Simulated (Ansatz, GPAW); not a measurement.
# Work function of OH/Nb(110) at several levels, part 3 of 3

Aim: the work function of both faces of OH/Nb(110), and its spread over functionals and bases.

GPAW 26.7.0 and Ansatz 0.2.0; Ansatz plane waves; slab in vacuum with a dipole correction, relaxation (the session's first sound run).

So far, upper work function (eV): step 2 (relaxing the atoms, PBE) 3.13; step 4 (self-consistent run: xc = "RPBE") 3.03; step 5 (self-consistent run: xc = "LDA") 3.37; step 6 (self-consistent run: xc = "vdW-DF2", GPAW, PAW setups, GPAW) 3.55; step 7 (real-space grid: mode = "fd", PBE, GPAW) 3.14.

### Step 9. A second plane-wave code

A second program with its own datasets checks the number independently.

This step: Ansatz plane waves; slab in vacuum with a dipole correction (Ansatz 0.2.0).

input.yaml reads:

```yaml
crystal:
  lattice:
    - [4.6669047558, -3.3, 0.0]
    - [4.6669047558, 3.3, 0.0]
    - [0.0, 0.0, 23.782612665]
  atoms:
    - { symbol: Nb, position: [0.0, 0.0, 0.2943326748] }
    - { symbol: Nb, position: [0.25, 0.25, 0.392448572] }
    - { symbol: Nb, position: [0.0002897143, 0.0003370504, 0.4924027872] }
    - { symbol: Nb, position: [0.2597501537, 0.248104054, 0.5903797837] }
    - { symbol: Nb, position: [0.0, 0.5, 0.2943326748] }
    - { symbol: Nb, position: [0.25, 0.75, 0.392448572] }
    - { symbol: Nb, position: [-0.0002897143, 0.4996629496, 0.4924027872] }
    - { symbol: Nb, position: [0.2549168694, 0.7333993123, 0.5846828314] }
    - { symbol: Nb, position: [0.5, 0.0, 0.2943326748] }
    - { symbol: Nb, position: [0.75, 0.25, 0.392448572] }
    - { symbol: Nb, position: [0.5024121752, 4.08674e-05, 0.4906843406] }
    - { symbol: Nb, position: [0.7402498463, 0.251895946, 0.5903797837] }
    - { symbol: Nb, position: [0.5, 0.5, 0.2943326748] }
    - { symbol: Nb, position: [0.75, 0.75, 0.392448572] }
    - { symbol: Nb, position: [0.4975878248, 0.4999591326, 0.4906843406] }
    - { symbol: Nb, position: [0.7450831306, 0.7666006877, 0.5846828314] }
    - { symbol: O, position: [0.0, 0.25, 0.6546270828] }
    - { symbol: H, position: [0.0, 0.25, 0.6953434261] }
kpoints:
  mp_grid: { grid: [6, 6, 1] }
hamiltonian:
  xc: pbe
scf:
  occupations: { method: fermi_dirac, width: 0.1 }
efield:
  axis: 3
  dipole_correction: true
  ramp_width: 0.05
output:
  forces: true
  write_potential: true
  write_density: true
  volumetric_format: npy
  elf: true
```

On the command line:

```bash
$ ansatz run input.yaml --threads 4 --pin off --max-ram 8192MiB --backend cpu --events-out ev --progress --plain --runs-dir out
```

Numbers of over 12 decimals in the logs are rounded to 6 here.

The program printed:

```text
[...]
Crystal: 18 atoms, lattice volume = 732.542 Å³
Basis set: ecut = 420 eV, 14295 PW (Γ), exchange–correlation on 80×80×320 points (8 copies of the dense FFT grid, shifted against one another)
Bands: 129, of which v1, the nominal top of the filled ones, is band 108 counted from 1 (107 counted from 0)
Symmetry: 2 space group operations
[...]
k-points: 20 of 36
[...]
SCF iter   1: F=—  HF=-73413.908264 eV  |F-HF|=—  |Δ(HF+E_count)|=         —  Δρ=9.01e-3  dr2=9.87e0  ethr=1.77e-3  p=0.217 e·Å  D=5.37e-2 V/Å  ΔV_dip=-1.28 eV  dr2_dipole=8.86e-3  V_vac-E_F(+/−)=3.57/4.85 eV  ⟨swp⟩=8.0  Hψ=10987  notcnv=0
[...]
SCF iter   8: F=-73413.565156 eV  HF=-73413.565156 eV  |F-HF|=3.37e-8  |Δ(HF+E_count)|=   5.40e-7  Δρ=2.11e-6  dr2=5.44e-8  ethr=4.65e-11  p=0.237 e·Å  D=5.86e-2 V/Å  ΔV_dip=-1.39 eV  dr2_dipole=6.60e-11  V_vac-E_F(+/−)=3.13/4.53 eV  ⟨swp⟩=18.9  Hψ=22338  notcnv=0
SCF 1 converged in 8 iterations: F = -73413.565156 eV  dr2 = 5.44e-8
[...]
SCF converged after 8 iterations
Free energy (F): -73413.565156 eV
[...]
Internal energy: -73412.901751 eV  (E = F + TS)
E sigma→0 (E₀):  -73413.233454 eV
Entropy (-TS):   -0.663405 eV (-36.856 meV/atom)
Fermi energy:    5.018351 eV
Dipole field:    D = 0.058614 V/Å  (p = 0.237287 e·Å, saw-weighted, corrected)
Work function:   Φ+ = 3.1333 eV   Φ− = 4.5272 eV
[...]
--- Forces (eV/Å), atoms counted from 1 ---
  atom   1  Nb     0.01553736    -0.00249782     0.31119833
  atom   2  Nb    -0.01834049    -0.00961960    -0.27951213
  atom   3  Nb    -0.00081873     0.00127744    -0.00050829
  atom   4  Nb     0.00808535     0.00273402    -0.00268024
  atom   5  Nb    -0.01553736     0.00249782     0.31119833
  atom   6  Nb    -0.06793501     0.05647700    -0.36425809
  atom   7  Nb     0.00081873    -0.00127744    -0.00050829
  atom   8  Nb    -0.00864690     0.00297347     0.00277067
  atom   9  Nb     0.01894797     0.00650837     0.32943676
  atom  10  Nb     0.01834049     0.00961960    -0.27951213
  atom  11  Nb    -0.00094456     0.00196651     0.00174619
  atom  12  Nb    -0.00808535    -0.00273402    -0.00268024
  atom  13  Nb    -0.01894797    -0.00650837     0.32943676
  atom  14  Nb     0.06793501    -0.05647700    -0.36425809
  atom  15  Nb     0.00094456    -0.00196651     0.00174619
  atom  16  Nb     0.00864690    -0.00297347     0.00277067
  atom  17  O      0.00000000     0.00000000     0.00476442
  atom  18  H      0.00000000     0.00000000    -0.00119888
  max |Σ_I F_I| component: 4.81e-5 eV/Å
--- Band table (eV; the first three rows and the last of 20) ---
  k-point 0: bands = [... 104 lower, 5.1946, 5.2444, 5.3394, 5.3756, 5.6762, 5.7176, 6.5123, 6.5538, ... 17 higher]
  k-point 1: bands = [... 104 lower, 5.0110, 5.0996, 5.1614, 5.2884, 5.4629, 5.7427, 6.0314, 6.1614, ... 17 higher]
  k-point 2: bands = [... 104 lower, 4.7296, 4.8092, 4.8550, 4.9307, 5.1336, 5.3050, 5.3568, 5.4020, ... 17 higher]
  k-point 19: bands = [... 104 lower, 4.7632, 5.0136, 5.0336, 5.1498, 5.1606, 5.1834, 5.1849, 5.2836, ... 17 higher]
```

Run time: 3.1 min. Hardware: 4 threads of Arm Neoverse N1, shared host; peak memory 2.7 GiB.

In the SCF lines HF is the Harris–Foulkes energy and dr2 the Hartree energy of the density residual, in eV; the loop may stop once dr2 is under the threshold and the program's other checks hold. Hψ counts applications of the Hamiltonian.

Numbers from this step:

```yaml
upper_work_function: 3.133 eV
lower_work_function: 4.527 eV
dipole_along_the_normal: 0.2373 e·Å
dipole_field: 0.05861 V/Å
vacuum_level_above: 8.152 eV
vacuum_level_below: 9.546 eV
```

The electrostatic potential energy of an electron (with the applied field's), less the Fermi level, planar mean oscillates, so the rows of the table below give means over windows of 1 Å about each position, cut where the curve ends. Its maxima inside the range that stand out by 2 % of the span (Å: eV): 0.7: 4.53, 8.2: -1.11, 10.6: -1.04, 12.8: -1.63. Its minima: 7.0: -21.8, 9.4: -21.6, 11.7: -21.5, 14.0: -21.8.

Table of electrostatic potential energy of an electron (with the applied field's), less the Fermi level, planar mean by z; means over each step:

| z (Å) | electrostatic potential energy of an electron (with the applied field's), less the Fermi level, planar mean (eV) |
| --- | --- |
| 0 | 4.27 |
| 1 | 4.53 |
| 2 | 4.53 |
| 3 | 4.52 |
| 4 | 4.44 |
| 5 | 3.68 |
| 6 | -3.13 |
| 7 | -18.5 |
| 8 | -4.41 |
| 9 | -15.5 |
| 10 | -9.24 |
| 11 | -8.80 |
| 12 | -15.8 |
| 13 | -5.01 |
| 14 | -18.5 |
| 15 | -3.73 |
| 16 | 1.84 |
| 17 | 2.83 |
| 18 | 3.11 |
| 19 | 3.13 |
| 20 | 3.13 |
| 21 | 3.13 |
| 22 | 3.13 |
| 23 | 3.25 |

The valence density, planar mean oscillates, so the rows of the table below give means over windows of 2.38 Å about each position, cut where the curve ends. Its maxima inside the range that stand out by 2 % of the span (Å: e/Å³): 7.0: 1.29, 9.4: 1.29, 11.7: 1.28, 14.0: 1.29, 15.5: 0.270. Its minima: 8.2: 0.261, 10.6: 0.253, 12.8: 0.281, 15.0: 0.221.

Valence density, planar mean against z; means over each step:

| z (Å) | valence density, planar mean (e/Å³) |
| --- | --- |
| 1.19 | 8.8e-6 |
| 3.57 | 0.00212 |
| 5.95 | 0.426 |
| 8.33 | 0.734 |
| 10.71 | 0.721 |
| 13.09 | 0.757 |
| 15.47 | 0.288 |
| 17.85 | 0.00433 |
| 20.23 | 8.3e-6 |

Force by atom:

| atom | x (eV/Å) | y (eV/Å) | z (eV/Å) | size |
| --- | --- | --- | --- | --- |
| Nb1 | 0.016 | -0.002 | 0.311 | 0.312 |
| Nb2 | -0.018 | -0.010 | -0.280 | 0.280 |
| Nb3 | -0.001 | 0.001 | -0.001 | 0.002 |
| Nb4 | 0.008 | 0.003 | -0.003 | 0.009 |
| Nb5 | -0.016 | 0.002 | 0.311 | 0.312 |
| Nb6 | -0.068 | 0.056 | -0.364 | 0.375 |
| Nb7 | 0.001 | -0.001 | -0.001 | 0.002 |
| Nb8 | -0.009 | 0.003 | 0.003 | 0.010 |
| Nb9 | 0.019 | 0.007 | 0.329 | 0.330 |
| Nb10 | 0.018 | 0.010 | -0.280 | 0.280 |
| Nb11 | -0.001 | 0.002 | 0.002 | 0.003 |
| Nb12 | -0.008 | -0.003 | -0.003 | 0.009 |
| Nb13 | -0.019 | -0.007 | 0.329 | 0.330 |
| Nb14 | 0.068 | -0.056 | -0.364 | 0.375 |
| Nb15 | 0.001 | -0.002 | 0.002 | 0.003 |
| Nb16 | 0.009 | -0.003 | 0.003 | 0.010 |
| O17 | 0.000 | 0.000 | 0.005 | 0.005 |
| H18 | 0.000 | 0.000 | -0.001 | 0.001 |

Valence density in the ca plane at fractional y = 0.248, with atoms of Nb and O and H within 0.2 Å of it. It is the smooth field of the valence electrons, not physical close to the nuclei.

Ten steps, logarithmic in the rise over the least value, from '0' (0.0 e/Å³) to '9' (6.3 e/Å³), each cell a mean:
```
33334433333333333444799763100000000000000000
33457754333333346765566531000000000000000000
33589985333333358997443210000000000000000000
33689986333333469998521100000000000000000000
33589985333333368997421000000000000000000000
33457754333333346775311000000000000000000000
33334433333333334543211000000000000000000000
33333333333333333443211000000000000000000000
33345543333333335664211000000000000000000000
33478874333333357887411000000000000000000000
33689985333333469998521000000000000000000000
33589985333333468998532100000000000000000000
33478874333333357886555321000000000000000000
33345543333333334554688642100000000000000000
33333333333333333334899874100000000000000000
```
Columns run along c (16.0 Å, from fractional 0.33 to 1.00 of the cell), rows up along a (5.7 Å). Atoms in or near the plane, at fractional coordinates: Nb at (0.39, 0.25), Nb at (0.59, 0.26), Nb at (0.39, 0.75), Nb at (0.59, 0.74), O at (0.65, 0.00), H at (0.70, 0.00).

ELF in the ca plane at fractional y = 0.248, with atoms of Nb and O and H within 0.2 Å of it. It is the smooth field of the valence electrons, not physical close to the nuclei.

Ten even steps from '0' (0.00) to '9' (0.97), each cell a mean:
```
34322223432223432213776899620000000000000000
33236632333234324652587655300000000000000000
42366673243344336775234311000000000000000000
42474374244344257347311000000000000000000000
42366663243344247667200000000000000000000000
43236632343234224664111100000000000000000000
34322223432234432332233210000000000000000000
34422234532234533333333311000000000000000000
33224422432234323442122110000000000000000000
42257752343234236775210000000000000000000000
42475473243344257457300000000000000000000000
42475473243344347567212100000000000000000000
42257752343234325773366432100000000000000000
33223322443234422322787788510000000000000000
34422234542223443214754899730000000000000000
```
Columns run along c (16.0 Å, from fractional 0.33 to 1.00 of the cell), rows up along a (5.7 Å). Atoms in or near the plane, at fractional coordinates: Nb at (0.39, 0.25), Nb at (0.59, 0.26), Nb at (0.39, 0.75), Nb at (0.59, 0.74), O at (0.65, 0.00), H at (0.70, 0.00).

Electrostatic potential energy in the ca plane at fractional y = 0.248, with atoms of Nb and O and H within 0.2 Å of it. With pseudopotentials it is smooth inside the atoms' cores, unlike the true potential.

Values in eV, 8 rows by 16 columns, each cell a mean:
```
  3   4 -13   0   4   4   1 -10 -16 -14   3   8   8   9   9   9
  5  -6 -60 -21   6   6 -21 -58  -5   7   8   8   8   9   9   9
  5  -3 -50 -16   6   6 -18 -53  -4   8   9   9   9   9   9   9
  3   5  -3   4   4   5   3  -5   5   9   9   9   9   9   9   9
  3   4 -12   0   4   5  -1 -16   4   9   9   9   9   9   9   9
  5  -6 -60 -22   6   6 -23 -62  -6   8   8   8   9   9   9   9
  5  -3 -50 -15   6   6 -14 -47  -4   6   7   8   8   9   9   9
  3   5  -3   4   4   4   4  -2 -25 -28   0   8   8   9   9   9
```
Columns run along c (16.0 Å, from fractional 0.29 to 0.96 of the cell; values clipped at the 3rd and 97th percentile), rows up along a (5.7 Å). Atoms in or near the plane, at fractional coordinates: Nb at (0.39, 0.25), Nb at (0.59, 0.26), Nb at (0.39, 0.75), Nb at (0.59, 0.74), O at (0.65, 0.00), H at (0.70, 0.00).

The upper face's work function is 3.133 eV, against 3.140 eV in the first plane-wave PBE run at this geometry.

### Step 10. Side by side

Results and costs are gathered.

This step: comparison of work functions, dipole and cost (GPAW 26.7.0).

Ladder, by row:

| step | code | work function, upper (eV) | work function, lower (eV) | dipole (e Å) | wall time (s) | peak memory (GiB) | threads |
| --- | --- | --- | --- | --- | --- | --- | --- |
| pw | GPAW | 3.14 | 4.531 | 0.2371 | 8333 | 1.65 | 1 |
| RPBE | GPAW | 3.027 | 4.4 | 0.234 | 7795 | 1.65 | 1 |
| LDA | GPAW | 3.372 | 4.777 | 0.2395 | 7994 | 1.66 | 1 |
| vdW-DF2 | GPAW | 3.555 | 4.783 | 0.2094 | 7946 | 2.17 | 1 |
| fd | GPAW | 3.14 | 4.53 | 0.2368 | 22256 | 7.02 | 1 |
| ansatz | Ansatz | 3.133 | 4.527 | 0.2373 | 185.5 | 2.702 | 4 |

### Step 11. A changed run

One more run, with changed settings.

This step: GPAW, PAW setups; slab in vacuum (GPAW 26.7.0).

run.py reads:

```python
import json
import numpy as np
from ase import Atoms
from gpaw import GPAW

slab = Atoms(
    ['Nb', 'Nb', 'Nb', 'Nb', 'Nb', 'Nb', 'Nb', 'Nb', 'Nb', 'Nb', 'Nb', 'Nb', 'Nb', 'Nb', 'Nb', 'Nb', 'O', 'H'],
    positions=[
        [0.00000, 0.00000, 7.00000],
        [2.33345, 0.00000, 9.33345],
        [0.00293, 0.00016, 11.71062],
        [2.37011, -0.03843, 14.04077],
        [2.33345, 1.65000, 7.00000],
        [4.66690, 1.65000, 9.33345],
        [2.33053, 1.64984, 11.71062],
        [4.61238, 1.57899, 13.90529],
        [2.33345, -1.65000, 7.00000],
        [4.66690, -1.65000, 9.33345],
        [2.34490, -1.65783, 11.66976],
        [4.63025, -1.61157, 14.04077],
        [4.66690, 0.00000, 7.00000],
        [7.00036, 0.00000, 9.33345],
        [4.65546, 0.00783, 11.66976],
        [7.05488, 0.07101, 13.90529],
        [1.16673, 0.82500, 15.56874],
        [1.16673, 0.82500, 16.53708]],
    cell=[[4.6669, -3.3, 0.0], [4.6669, 3.3, 0.0], [0.0, 0.0, 23.78261]],
    pbc=[True, True, False])

slab.calc = GPAW(mode='fd', h=0.4, xc='PBE', kpts={'size': (6, 6, 1), 'gamma': True},
                 occupations={'name': 'fermi-dirac', 'width': 0.1}, nbands='160%',
                 convergence={'density': 1e-05}, maxiter=75,
                 poissonsolver={'dipolelayer': 'xy'},
                 symmetry={'tolerance': 1e-3}, txt='slab.txt')
result = {}
energy = slab.get_potential_energy()
fermi = slab.calc.get_fermi_level()
v = slab.calc.get_electrostatic_potential().mean((0, 1)) - fermi
n = slab.calc.get_pseudo_density().mean((0, 1))
L = slab.cell[2, 2]
z = np.arange(len(v)) * L / len(v)
low, high = slab.positions[:, 2].min(), slab.positions[:, 2].max()
below, above = np.interp([low - 4.8, high + 4.8], z, v)
slopes = [np.interp(x, z, np.gradient(v, z)) for x in (low - 4.8, high + 4.8)]
eps = np.array([[slab.calc.get_eigenvalues(k, s) for k in range(len(slab.calc.get_ibz_k_points()))]
                for s in range(slab.calc.get_number_of_spins())]) - fermi
top, bottom = eps[eps < 0].max(), eps[eps > 0].min()
dipole = slab.get_dipole_moment()[2]
print(f'energy {energy:.4f} eV, Fermi level {fermi:.4f} eV, dipole {dipole:.5f} e A')
print(f'potential 4.8 A off the faces, from the Fermi level: lower {below:.4f} eV, upper {above:.4f} eV')
print(f'slope of the potential there: lower {slopes[0]:.5f}, upper {slopes[1]:.5f} eV/A')
print(f'nearest levels on the mesh: {top:.4f} and {bottom:.4f} eV')
print('magnetic moment', round(slab.get_magnetic_moment(), 3))
result.update(energy=energy, fermi=fermi, dipole=dipole, below=below, above=above, slopes=slopes, edges=[top, bottom],
              z=z.tolist(), v=v.tolist(), n=n.tolist(), positions=slab.positions.tolist(),
              forces=slab.get_forces(apply_constraint=False).tolist(), moments=slab.get_magnetic_moments().tolist())
json.dump(result, open('result.json', 'w'))
```

On the command line:

```bash
$ OMP_NUM_THREADS=1 OPENBLAS_NUM_THREADS=1 python run.py
```

The program printed:

```text
energy -140.8691 eV, Fermi level -4.7866 eV, dipole -0.11240 e A
potential 4.8 A off the faces, from the Fermi level: lower 4.4531 eV, upper 5.1191 eV
slope of the potential there: lower -0.00261, upper 0.00004 eV/A
nearest levels on the mesh: -0.0034 and 0.0013 eV
magnetic moment 0.0
```

It took 59 min on 1 thread; peak memory 0.71 GiB.

The run finished. A setting was moved off its sound value on purpose, so it serves as a test and not as the result.

The fault put into the input: a grid far too coarse (mode = "fd" and h = 0.4).

The two runs compared:

| quantity | this run | sound run | difference |
| --- | --- | --- | --- |
| dipole along the normal (e·Å) | -0.11240 | 0.23714 | -0.350 |
| upper work function (eV) | 5.1191 | 3.1397 | 1.98 |
| lower work function (eV) | 4.4531 | 4.5313 | -0.0782 |

The dipole along the normal changes sign: -0.112 e·Å against 0.237 e·Å.

### Step 12. Summary of results

| Item | Value |
| --- | --- |
| work function, upper and lower face | 3.140 and 4.531 eV |
| dipole along the normal | 0.237 e Å |

**Reading.** With plane waves and PBE the work function is 3.14 eV on the upper face and 4.53 eV on the lower. The two faces differ by 1.4 eV, the step that the slab's dipole makes (e p/(ε0 A) gives 1.4 eV), so the dipole layer is needed. Over the sound runs of the table the upper face's work function spans 3.027 (RPBE) to 3.555 eV (vdW-DF2). The two plane-wave codes differ by 0.0065 eV on the upper face. At this geometry GPAW leaves forces of up to 0.27 eV/Å on free atoms, so it isn't GPAW's own minimum, and dipole and steps would shift on relaxing there. The cell of 30.8 Å² holds one OH, started on one chosen site; other sites and coverages weren't tried. The in-plane lattice was kept as typed, which isn't the functional's own and leaves some strain; spin-orbit coupling and temperature are left out.

[Logs are printed without paths, hosts, clocks, repeated set-up lines and the standing remarks that a program may print on its own settings, such as how far it seeks lower states.]

[Hosts, paths, dates, database ids (printed as entryN), source tags and the programs' standing remarks are cut or masked in the printed files.]
